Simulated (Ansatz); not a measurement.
In doubt: the elements are of a kind flagged for part-filled d or f shells, though by formal charges that shell is empty here, so the flag may not apply.

Rows from a G0W0 calculation on CeO2 (Fm-3m) (Ansatz 0.2.0; G0W0 on PBE with a share 0.75 of exact exchange, plane waves, PAW; PAW set soft_1; 6×6×6 mesh, 164 empty bands, screening to 150 eV, PAW set soft_1 files), in eV. Spin-orbit coupling is left out.

| row | Σx | Σc | Vxc | Z |
| --- | --- | --- | --- | --- |
| A | -21.77 | -6.69 | -26.78 | 0.82 |
| B | -26.14 | 3.04 | -25.91 | 0.85 |
| C | -21.02 | -6.55 | -25.91 | 0.83 |
| D | -20.99 | -6.55 | -25.87 | 0.82 |
| E | -25.77 | 3.04 | -25.55 | 0.85 |
| F | -19.38 | -6.08 | -23.94 | 0.84 |

Q: Which rows are filled states and which are empty ones, and how can one tell?

Filled: B and E. Empty: A, C, D and F. The sign of Σc tells: for a filled state bare exchange, which holds its interaction with itself, lies below Vxc (Σx − Vxc is -0.2 eV or lower here) and screening gives part back as a positive Σc. For an empty state Σx lies above Vxc (+4.6 eV or more) and the Coulomb hole leaves Σc negative.

[Runs of the session that timed out or met a known fault of the program may be left out.]

[Cells called generated may have been cut or substituted from an entry of the Crystallography Open Database or the Materials Project.]

[Hosts, paths, dates, database ids (printed as entryN), source tags and the programs' standing remarks are cut or masked in the printed files.]
